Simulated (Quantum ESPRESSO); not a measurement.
Entries from a set of simulations; values are calculated unless marked as measured.

```
! title: Cu2O (Cuprite): parallel and opposed starts
! method: PBEsol with U = 6 eV on Cu d (ortho-atomic projectors); plane waves with GBRV 1.5 PBEsol potentials, no spin-orbit coupling, projections on orthogonalised atomic orbitals (and 2 further levels or steps)
! program: Quantum ESPRESSO 7.5
! settings of one run: GBRV 1.5 PBEsol, potential files O: o_pbesol_v1.2.uspp.F.UPF, Cu: cu_pbesol_v1.2.uspp.F.UPF, cutoff 544.23 eV, 6×6×6 k-mesh, 60 bands, fermi-dirac occupations, smearing width 0.05 eV, collinear spin, SCF threshold 1.20e-8, Hubbard form dudarev, Hubbard projectors ortho-atomic, starting moments 1 1 -1 -1 0 0 μB
! cost: 5 runs, 4.2 min in all on 4 MPI ranks of Intel Xeon Platinum 8375C at 2.90GHz (Ice Lake), shared host (the runs of this entry)
! notes: The database entry behind the starting cell differs from later determinations by our own check (0.1 to 0.3 % short, probably kX units).
! lowest state found: non-magnetic (from ferro ++++, antiferro ++-- and ferri +++-)
! largest site moment: 0 μB
CELL_PARAMETERS angstrom
4.26000 0.00000 0.00000
0.00000 4.26000 0.00000
0.00000 0.00000 4.26000
ATOMIC_POSITIONS crystal
Cu 0.25000 0.25000 0.25000
Cu 0.25000 0.75000 0.75000
Cu 0.75000 0.75000 0.25000
Cu 0.75000 0.25000 0.75000
O 0.00000 0.00000 0.00000
O 0.50000 0.50000 0.50000
```

[Logs and program files are shortened in this print: banners, set-up blocks, solver, clock and traceback lines can be left out without a mark of their own.]

[Logs are printed without paths, hosts, clocks, repeated set-up lines and the standing remarks that a program may print on its own settings, such as how far it seeks lower states.]

[Hosts, paths, dates, database ids (printed as entryN), source tags and the programs' standing remarks are cut or masked in the printed files.]

[Where a cell is said to come from a database of computed structures, the database is the Materials Project.]
